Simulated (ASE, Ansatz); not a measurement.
# (17,17) 1T-TiS2 nanotube (306 atoms): support functions against a reference

Wanted: errors and times of a linear-scaling basis for (17,17) 1T-TiS2 nanotube (306 atoms). A setting counts as converged where the r.m.s. difference of forces stays under 1 % of the r.m.s. force.

Program: Ansatz 0.2.0. Level of theory: Kohn-Sham DFT, PBE+D3(BJ), PAW (set soft_2), plane waves. Results are calculated unless marked as measured.

### 1. The structure

The cell holds 306 atoms: 102 Ti and 204 S. Cell: a = 46.754 Å, b = 46.804 Å, c = 10.230 Å, α = 90.0°, β = 90.0°, γ = 90.0°. It derives from TiS2 (1T-TiS2). 1T-TiS2 sheet (a = 3.41 Å) rolled into a (17,17) tube of diameter 31.96 Å, 3 periods, 12 Å of vacuum; every coordinate displaced by a Gaussian of 0.02 Å. Vacuum lies along a and b. The structure repeats along c.

Limits known from the start: Beside vacuum, support functions can miss their usual error bounds without a warning. The main run has no spin polarisation, so moments on Ti can't form in it, and no Hubbard term. The Brillouin zone is sampled at Γ only, in a cell whose periodic width is 10 Å.

### 2. Plane-wave single point

The first run fixes the reference, at a cutoff of 420 eV.

input.yaml reads:

```yaml
crystal:
  lattice:
    - [46.75449, 0.0, 0.0]
    - [0.0, 46.80402, 0.0]
    - [0.0, 0.0, 10.23]
  atoms:
    - { symbol: Ti, position: [0.84204, 0.49897, 0.9955] }
    - { symbol: S, position: [0.87179, 0.52285, 0.16195] }
    - { symbol: S, position: [0.80868, 0.53872, 0.9979] }
    - { symbol: Ti, position: [0.83645, 0.56244, 0.1729] }
    - { symbol: S, position: [0.86103, 0.59022, 0.99621] }
    - { symbol: S, position: [0.79701, 0.59468, 0.1681] }
    - { symbol: Ti, position: [0.81886, 0.62393, 0.33524] }
    - { symbol: S, position: [0.83802, 0.65585, 0.1703] }
    - { symbol: S, position: [0.77454, 0.647, 0.00316] }
    - { symbol: Ti, position: [0.79078, 0.6802, 0.16615] }
    - { symbol: S, position: [0.80368, 0.7145, 0.00091] }
    - { symbol: S, position: [0.74273, 0.69586, 0.16648] }
    - { symbol: Ti, position: [0.75326, 0.73035, 0.33325] }
    - { symbol: S, position: [0.75878, 0.76688, 0.16761] }
    - { symbol: S, position: [0.70205, 0.73602, 0.9995] }
    - { symbol: Ti, position: [0.70544, 0.77235, 0.16921] }
    - { symbol: S, position: [0.70538, 0.80934, 0.00113] }
    - { symbol: S, position: [0.65629, 0.76915, 0.16841] }
    - { symbol: Ti, position: [0.65255, 0.80601, 0.00281] }
    - { symbol: S, position: [0.64521, 0.84257, 0.16877] }
    - { symbol: S, position: [0.60341, 0.79376, 0.33393] }
    - { symbol: Ti, position: [0.5937, 0.82851, 0.16759] }
    - { symbol: S, position: [0.5797, 0.86247, 0.99887] }
    - { symbol: S, position: [0.54735, 0.80737, 0.16554] }
    - { symbol: Ti, position: [0.53122, 0.83947, 0.33335] }
    - { symbol: S, position: [0.51063, 0.87188, 0.16596] }
    - { symbol: S, position: [0.49032, 0.80981, 0.33391] }
    - { symbol: Ti, position: [0.46886, 0.84063, 0.1676] }
    - { symbol: S, position: [0.44326, 0.86824, 0.00071] }
    - { symbol: S, position: [0.43298, 0.80307, 0.16807] }
    - { symbol: Ti, position: [0.4069, 0.82885, 0.99566] }
    - { symbol: S, position: [0.37598, 0.85023, 0.16827] }
    [... 268 atom lines left out ...]
    - { symbol: Ti, position: [0.8182, 0.37574, 0.00159] }
    - { symbol: S, position: [0.85482, 0.38736, 0.83029] }
    - { symbol: S, position: [0.80274, 0.42355, 0.66861] }
    - { symbol: Ti, position: [0.83573, 0.4373, 0.83825] }
    - { symbol: S, position: [0.87, 0.45397, 0.66593] }
    - { symbol: S, position: [0.81078, 0.4806, 0.8353] }
kpoints:
  mp_grid: { grid: [1, 1, 1] }
hamiltonian:
  xc: pbe
  dispersion: d3bj
scf:
  occupations: { method: fermi_dirac, width: 0.025 }
output:
  forces: true
  populations: true
  dos:
    method: { smearing: { sigma: 0.15 } }
    de: 0.1
    projected: { site_lists: { S: [S], Ti: [Ti] } }
  eigenvalues: true
```

Run with:

```sh
$ ansatz run input.yaml --threads 32 --pin off --max-ram 143360MiB --backend cuda --events-out ev --progress --plain --runs-dir out
```

Numbers of over 12 decimals in the logs are rounded to 6 here.

The log of the run:

```text
Engine: ansatz 0.2.0, aarch64-unknown-linux-gnu
Pseudopotentials: kind: paw
Pseudopotential: Ti, paw, valence charge 12, recommended cutoff 420 eV (normal), Ti.paw.azcp
Pseudopotential: S, paw, valence charge 6, recommended cutoff 420 eV (normal), S.paw.azcp
Functional definition: PBE
  parameter kappa = 0.804
  parameter beta = 0.066725
  exchange = pbe_x(kappa = kappa, mu = beta*pi^2/3)
  correlation = pbe_c(beta = beta)
device memory: the entry about to start is reckoned to put 75.5 GiB on a device that reports 182.5 GiB free
GPU FFT provider: cuFFT
GPU libraries: cuBLAS 13.8.1, cuFFT 12.4.0, cuSOLVER 12.3.2
GPU matrix products: emulated (plane waves: as basis.precision tells), large ones in fixed point in workspaces of 1.00 GiB
Crystal: 306 atoms, lattice volume = 22386.289 Å³
Basis set: ecut = 420 eV, 437291 PW (Γ), exchange–correlation on 640×640×144 points (8 copies of the dense FFT grid, shifted against one another)
Bands: 1530, of which v1, the nominal top of the filled ones, is band 1224 counted from 1 (1223 counted from 0)
Symmetry: 1 space group operations
Space group: P1 (ITA 1), of the structure as read, at distance tolerance 2.8e-4 Å
k-points: 1
Non-local potential: Ti, projectors of the file, l = 0: 3, l = 1: 2, l = 2: 3, l = 3: 1
Non-local potential: S, projectors of the file, l = 0: 2, l = 1: 2, l = 2: 2
PAW form: soft (Blöchl's): semilocal exchange-correlation on the pseudo side does not see the compensation charge
PAW one-centre angular grid: Ti, 590 points (default); XC on 64 Gauss nodes
PAW one-centre angular grid: S, 110 points (default); XC on 64 Gauss nodes
Initial density: superposition of atomic densities (neutral atoms: chi_scale 0, normalization atom), corrected by the library's trained network
Initial wavefunctions: pseudopotential atomic-orbital guess
GPU buffer pool allocated for 7372800 grid points (all kernels)
GPU transforms: local potential and band sums: pruned to the plane-wave sphere, on 320×320×72
GPU projectors: on the FFT box's points about the atoms, with room for 2032554 of them (16 bands a pass); a geometry past the room, sums that fail their trial, or a want of GPU memory keeps the tables, and a block in half precision can take them where they are the faster
Functional: x = pbe(κ = 0.804, μ = 0.219515), c = pbe(β = 0.066725)
SCF iter   1: F=—  HF=-439449.762113 eV  |F-HF|=—  |Δ(HF+E_count)|=         —  Δρ=2.52e-3  dr2=3.29e0  ethr=1.77e-3  ⟨swp⟩=6.0  Hψ=6157  notcnv=0  defer=173
preconditioner: auto → LDOS  [metal: Δε(μ)=0.034 eV  Ē_g=6.471 eV  σ=0.025 eV  W_gap=0.30  n_scr=2498 (ndim 8)  ℏωp=10.0 eV  f_vac=0.701  D(μ)=80.52/eV (n_scr^D=202)  β→1.0]
SCF iter   2: F=—  HF=-439450.263750 eV  |F-HF|=—  |Δ(HF+E_count)|=   5.02e-1  Δρ=3.82e-3  dr2=1.01e1  ethr=1.34e-4  ⟨swp⟩=3.0  Hψ=2553  notcnv=0  defer=207
SCF iter   3: F=—  HF=-439449.533114 eV  |F-HF|=—  |Δ(HF+E_count)|=   7.31e-1  Δρ=9.80e-4  dr2=5.29e-1  ethr=1.34e-4  ⟨swp⟩=5.0  Hψ=3821  notcnv=0  defer=205
SCF iter   4: F=—  HF=-439449.492056 eV  |F-HF|=—  |Δ(HF+E_count)|=   4.11e-2  Δρ=1.95e-4  dr2=4.04e-2  ethr=2.16e-5  ⟨swp⟩=5.0  Hψ=2252  notcnv=0  defer=205
SCF iter   5: F=—  HF=-439449.486014 eV  |F-HF|=—  |Δ(HF+E_count)|=   6.04e-3  Δρ=8.81e-5  dr2=5.15e-3  ethr=1.65e-6  ⟨swp⟩=2.0  Hψ=1892  notcnv=0  defer=205
SCF iter   6: F=—  HF=-439449.493550 eV  |F-HF|=—  |Δ(HF+E_count)|=   7.54e-3  Δρ=3.60e-5  dr2=8.59e-4  ethr=2.10e-7  ⟨swp⟩=2.0  Hψ=1929  notcnv=0  defer=205
SCF iter   7: F=—  HF=-439449.486383 eV  |F-HF|=—  |Δ(HF+E_count)|=   7.17e-3  Δρ=1.78e-5  dr2=1.92e-4  ethr=3.51e-8  ⟨swp⟩=2.0  Hψ=2140  notcnv=0  defer=205
SCF iter   8: F=—  HF=-439449.495058 eV  |F-HF|=—  |Δ(HF+E_count)|=   8.67e-3  Δρ=1.15e-5  dr2=8.13e-5  ethr=7.86e-9  ⟨swp⟩=2.0  Hψ=2365  notcnv=0  defer=205
SCF iter   9: F=—  HF=-439449.499306 eV  |F-HF|=—  |Δ(HF+E_count)|=   4.25e-3  Δρ=4.69e-6  dr2=1.09e-5  ethr=3.32e-9  ⟨swp⟩=2.0  Hψ=2569  notcnv=0  defer=205
SCF iter  10: F=—  HF=-439449.499314 eV  |F-HF|=—  |Δ(HF+E_count)|=   8.59e-6  Δρ=2.46e-6  dr2=3.69e-6  ethr=4.44e-10  ⟨swp⟩=2.0  Hψ=2552  notcnv=0  defer=205
SCF iter  11: F=—  HF=-439449.499318 eV  |F-HF|=—  |Δ(HF+E_count)|=   4.28e-6  Δρ=1.28e-6  dr2=1.12e-6  ethr=1.51e-10  ⟨swp⟩=2.0  Hψ=2567  notcnv=0  defer=205
SCF iter  12: F=—  HF=-439449.499320 eV  |F-HF|=—  |Δ(HF+E_count)|=   1.25e-6  Δρ=5.55e-7  dr2=1.59e-7  ethr=4.59e-11  ⟨swp⟩=2.0  Hψ=2567  notcnv=0  defer=205
SCF iter  13: F=-439449.499321 eV  HF=-439449.499320 eV  |F-HF|=3.91e-7  |Δ(HF+E_count)|=   6.08e-7  Δρ=2.74e-7  dr2=3.84e-8  ethr=4.08e-12  ⟨swp⟩=11.0  Hψ=5825  notcnv=0
SCF 1 converged in 13 iterations: F = -439449.499321 eV  dr2 = 3.84e-8
  greatest PAW one-centre occupation: 0.999 electrons in one spin orbital (limit 2), on the Ti atom at site 57 (counted from 0), in its partial waves of l = 0
SCF converged after 13 iterations
Free energy (F): -439449.499321 eV
Harris-Foulkes:  -439449.499320 eV  (|F-HF|=3.91e-7)
Internal energy: -439449.264023 eV  (E = F + TS)
E sigma→0 (E₀):  -439449.381672 eV
Entropy (-TS):   -0.235298 eV (-0.769 meV/atom)
Fermi energy:    -2.212896 eV
--- Per-component energies (eV) ---
  E_band       = -46416.761723
  E_kinetic    = 49480.612420
  E_local      = -1696994.635171  (includes V_loc(G=0)·N_el)
  E_nonlocal   = 6403.948934
  E_hartree    = 821620.939642
  E_xc         = -29806.596603
  E_vxc        = -30339.613140  (∫ρ·V_xc dr)
  E_paw        = -229174.877712  (= ΣΔE_a)
  E_vpaw       = -18208.972619  (= ΣTr[D̂ρ^β])
  E_aug_tail   = 0.013085  (compensation charges beyond the density's cutoff)
  E_ewald      = 639104.826686
  E_disp       = -83.495304  (pairwise vdW)
  E_smearing   = -0.235298  (= −TS)
  E_closure    = -0.000000  (closes the sum)
  Σ components = -439449.499321   (vs F -439449.499321, Δ=0.00e0)
--- Forces (eV/Å), atoms counted from 1 ---
[... 306 lines of forces left out ...]
  max |Σ_I F_I| component: 4.28e-5 eV/Å
--- Band table (eV) ---
[... left out ...]
--- Löwdin populations: 306 sites ---
  site symbol       q [e]
[... 306 lines, one an atom, left out ...]
  spilling = 0.006483 (of n_electrons = 2448.000000)
```

The job ended after 17 s (1 × NVIDIA GB200 with 32 threads of Arm Neoverse V2, shared host; peak memory 7.9 GiB; 60 s of CPU time).

Reading the cycles: dr2 is the Hartree energy of the density residual (eV), the measure of convergence; HF is the Harris–Foulkes estimate of the energy, which meets the free energy F at convergence.

That memory is the host's; the program planned up to 75.5 GiB on the GPU. Forces of this run were stored rounded, and per-atom blocks of the log weren't kept.

Read from the output:

| Property | Result |
| --- | --- |
| free energy | -439449.4993 eV |
| free energy per atom | -1436.1095 eV/atom |
| SCF cycles | 13 |
| r.m.s. force component | 0.4083 eV/Å |
| longest force | 1.331 eV/Å |
| Fermi energy | -2.213 eV |
| levels partly filled by over 2 per cent | 11 |
| spilling of the projection | 0.006483 |

Length of the force by element:

| element | coordination | atoms | mean length of the force (eV/Å) | spread | least | most |
| --- | --- | --- | --- | --- | --- | --- |
| S | all | 204 | 0.523 | 0.229 | 0.0497 | 1.12 |
| Ti | all | 102 | 0.897 | 0.208 | 0.38 | 1.33 |

Löwdin charges by element (they lack the spilled electrons, 0.052 e an atom on average):

| element | coordination | atoms | mean charge (e) | spread | least | most |
| --- | --- | --- | --- | --- | --- | --- |
| S | all | 204 | -0.318 | 0.0396 | -0.379 | -0.256 |
| Ti | all | 102 | 0.792 | 0.0074 | 0.771 | 0.811 |

Density of states as counts of states in windows of 1 eV (from the Fermi level), total and some projections:

| from (eV) | to (eV) | total | S p | Ti d | S s |
| --- | --- | --- | --- | --- | --- |
| -18 | -14 | 0.0 | 0.0 | 0.0 | 0.0 |
| -14 | -13 | 34.4 | 0.6 | 0.2 | 21.5 |
| -13 | -12 | 217.9 | 4.4 | 11.4 | 180.9 |
| -12 | -11 | 155.7 | 1.8 | 12.2 | 138.6 |
| -11 | -6 | 0.0 | 0.0 | 0.0 | 0.0 |
| -6 | -5 | 24.1 | 17.1 | 4.0 | 0.4 |
| -5 | -4 | 214.8 | 154.2 | 40.6 | 5.6 |
| -4 | -3 | 291.9 | 211.6 | 57.8 | 7.9 |
| -3 | -2 | 357.8 | 239.9 | 104.3 | 6.8 |
| -2 | -1 | 280.5 | 238.5 | 32.5 | 3.8 |
| -1 | 0 | 57.2 | 40.8 | 14.9 | 0.4 |
| 0 | 1 | 192.0 | 34.0 | 150.0 | 2.0 |

The stored curve holds about 1634 of the 2448 electrons; the rest, give or take the few that broadening carries across the Fermi level, lie in deeper levels below its range.

Not all projections were asked for or kept, so they needn't add up to the total.

The levels nearest the highest filled one (over half full), pooled over k-points and spins:

| level less the highest filled one (eV) | occupation |
| --- | --- |
| -0.174 | 2 |
| -0.118 | 2.00 |
| -0.107 | 1.99 |
| -0.0286 | 1.85 |
| -0.0078 | 1.68 |
| 0 | 1.59 |
| 0.0419 | 0.839 |
| 0.0554 | 0.593 |
| 0.0628 | 0.476 |
| 0.0709 | 0.369 |
| 0.0811 | 0.261 |
| 0.0942 | 0.164 |

Mean Löwdin charges: S -0.32, Ti +0.79 e (they miss 0.65 % of the electrons, so they add up to more than the cell's charge). Just under the Fermi level the largest share is S p (62 % of the projected weight), just over it Ti d (77 % of the projected weight).

### 3. Structure statistics

Bonds and neighbours are counted at the geometry of the runs.

Normalised to the volume that the atoms fill. Pair distribution functions g(r), in bins of 0.1 Å:

| r (Å) | total | S-S | S-Ti | Ti-Ti |
| --- | --- | --- | --- | --- |
| 2.15 | 0.00 | 0.00 | 0.00 | 0.00 |
| 2.25 | 0.05 | 0.00 | 0.10 | 0.00 |
| 2.35 | 6.58 | 0.00 | 14.80 | 0.00 |
| 2.45 | 15.60 | 0.00 | 35.10 | 0.00 |
| 2.55 | 2.18 | 0.00 | 4.90 | 0.00 |
| 2.65 | 0.00 | 0.00 | 0.00 | 0.00 |
| 2.75 | 0.00 | 0.00 | 0.00 | 0.00 |
| 2.85 | 0.00 | 0.00 | 0.00 | 0.00 |
| 2.95 | 0.00 | 0.00 | 0.00 | 0.00 |
| 3.05 | 0.00 | 0.00 | 0.00 | 0.00 |
| 3.15 | 3.60 | 8.10 | 0.00 | 0.00 |
| 3.25 | 1.15 | 2.60 | 0.00 | 0.00 |
| 3.35 | 4.02 | 3.64 | 0.00 | 21.70 |
| 3.45 | 11.40 | 17.00 | 0.00 | 34.30 |
| 3.55 | 1.24 | 2.80 | 0.00 | 0.00 |
| 3.65 | 3.27 | 7.36 | 0.00 | 0.00 |
| 3.75 | 0.07 | 0.15 | 0.00 | 0.00 |
| 3.85 | 0.00 | 0.00 | 0.00 | 0.00 |
| 3.95 | 0.57 | 0.00 | 1.28 | 0.00 |
| 4.05 | 1.07 | 0.00 | 2.41 | 0.00 |
| 4.15 | 2.98 | 0.00 | 6.71 | 0.00 |
| 4.25 | 2.39 | 0.00 | 5.38 | 0.00 |
| 4.35 | 1.22 | 0.00 | 2.75 | 0.00 |
| 4.45 | 0.02 | 0.00 | 0.05 | 0.00 |
| 4.55 | 0.00 | 0.00 | 0.00 | 0.00 |
| 4.65 | 0.00 | 0.00 | 0.00 | 0.00 |
| 4.75 | 0.11 | 0.26 | 0.00 | 0.00 |
| 4.85 | 2.73 | 6.15 | 0.00 | 0.00 |
| 4.95 | 0.21 | 0.48 | 0.00 | 0.00 |
| 5.05 | 0.00 | 0.00 | 0.00 | 0.00 |
| 5.15 | 1.29 | 0.00 | 2.90 | 0.00 |
| 5.25 | 2.11 | 0.06 | 4.70 | 0.00 |
| 5.35 | 2.54 | 1.78 | 3.93 | 0.00 |
| 5.45 | 2.00 | 0.05 | 4.44 | 0.00 |
| 5.55 | 2.60 | 0.00 | 5.86 | 0.00 |
| 5.65 | 0.25 | 0.00 | 0.57 | 0.00 |
| 5.75 | 1.17 | 2.64 | 0.00 | 0.00 |
| 5.85 | 2.35 | 2.55 | 0.00 | 10.90 |
| 5.95 | 4.17 | 7.43 | 0.00 | 7.79 |
| 6.05 | 1.25 | 2.82 | 0.00 | 0.00 |
| 6.15 | 0.01 | 0.03 | 0.00 | 0.00 |
| 6.25 | 0.09 | 0.20 | 0.00 | 0.00 |
| 6.35 | 1.38 | 3.10 | 0.00 | 0.00 |
| 6.45 | 0.31 | 0.71 | 0.00 | 0.00 |

Bonds by pair of elements; cutoffs follow the first minimum of g(r), held within bounds set by covalent radii, and pairs that aren't listed don't count as bonded:

| pair A-B | cutoff (Å) | bonds | mean length (Å) | spread (Å) | shortest (Å) | B about A | A about B |
| --- | --- | --- | --- | --- | --- | --- | --- |
| S-Ti | 3.1 | 612 | 2.43 | 0.05 | 2.29 | 3 | 6 |

How many atoms have how many bonded neighbours:

| element | mean | 3 | 6 |
| --- | --- | --- | --- |
| S | 3 | 204 | 0 |
| Ti | 6 | 0 | 102 |

Bond angles (no mean is given where the spread exceeds 20°):

| angle | count | mean (°) | spread (°) |
| --- | --- | --- | --- |
| S-Ti-S | 1530 | - | - |
| Ti-S-Ti | 612 | 88.9 | 2 |

First main peaks of g(r), for some of the pairs, lie near 2.43 Å (S-Ti) and 3.41 Å (Ti-Ti). By these cutoffs all S atoms have 3 and all Ti atoms have 6 bonded neighbours.

(Continued in part 2 of 2.)

[Logs are printed without paths, hosts, clocks, repeated set-up lines and the standing remarks that a program may print on its own settings, such as how far it seeks lower states.]

[Hosts, paths, dates, database ids (printed as entryN), source tags and the programs' standing remarks are cut or masked in the printed files.]
